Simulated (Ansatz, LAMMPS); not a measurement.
# Settings and their price: liquid Cu32Mg68 (at. %) at 1900 K (72 atoms)

Density of this cell: 2.41 g/cm³. The cell holds 72 atoms: 23 Cu and 49 Mg. Cell: a = 12.223 Å, b = 12.223 Å, c = 12.223 Å, α = 90.0°, β = 90.0°, γ = 90.0°. 72 atoms (23 Cu, 49 Mg) placed at random at 2.85 g/cm³, melted at 2000 K for 10 ps at fixed volume with the MEAM Al-Si-Mg-Cu-Fe potential (Jelinek et al., Phys. Rev. B 85, 245102 (2012)). Snapshot at the end of a hold of 10 ps at 1900 K and zero pressure.

Geometry: as built.

Reference run: Kohn-Sham DFT, PBE, PAW (set soft_2), plane waves (Ansatz 0.2.0), cutoff 420 eV, k-mesh 2×2×2, methfessel-paxton smearing of 0.15 eV.

| Quantity | Value |
| --- | --- |
| r.m.s. force component | 0.7836 eV/Å |
| pressure | -0.218 GPa |
| spacing of highest filled and lowest empty level | 0.0111 eV |
| SCF cycles | 11 |
| time | 7.6 min on 4 threads of Arm Neoverse V2, shared host |

Q: Estimate how much each variant changes the results, and its time and memory.
- support functions medium
- support functions low
- support functions medium, radius 4.22 Å
- support functions medium, radius 4.57 Å

Each row is set against the plane-wave reference (Kohn-Sham DFT, PBE, PAW (set soft_2), plane waves; r.m.s. force component 0.784 eV/Å). Energies are set beside the reference only for runs with its functional, potentials and electron count. Times are for 4 threads of Arm Neoverse V2, shared host. The reference's time includes the DOS, the stress and grids, which some other runs skip.

```
                                    run  Δ force, r.m.s. (meV/Å)  share of r.m.s. force (%)  Δ energy (meV/atom)  cycles     time  host memory (GiB)
                              reference                        -                          -                    -      11  7.6 min                6.8
               support functions medium                     0.79                      0.101                -1.24      25  4.5 min                3.6
                  support functions low                    0.818                      0.104                -1.23      23  4.2 min                3.6
support functions medium, radius 4.22 Å                    0.924                      0.118                -1.22      25  4.2 min                3.5
support functions medium, radius 4.57 Å                     0.68                     0.0868                -1.25      25  5.5 min                3.9
```

Among numerical settings the force difference runs from 0.68 meV/Å (support functions medium, radius 4.57 Å) to 0.92 meV/Å (support functions medium, radius 4.22 Å). Differences between support functions and plane waves include what basis error the plane-wave run still has. As the radius goes from 4.22 to 4.57 Å, the force difference goes from 0.92 to 0.68 meV/Å, and the time from 4.2 min to 5.5 min. The electron count is odd and the run has no spin polarisation.

[Logs are printed without paths, hosts, clocks, repeated set-up lines and the standing remarks that a program may print on its own settings, such as how far it seeks lower states.]

[Hosts, paths, dates, database ids (printed as entryN), source tags and the programs' standing remarks are cut or masked in the printed files.]
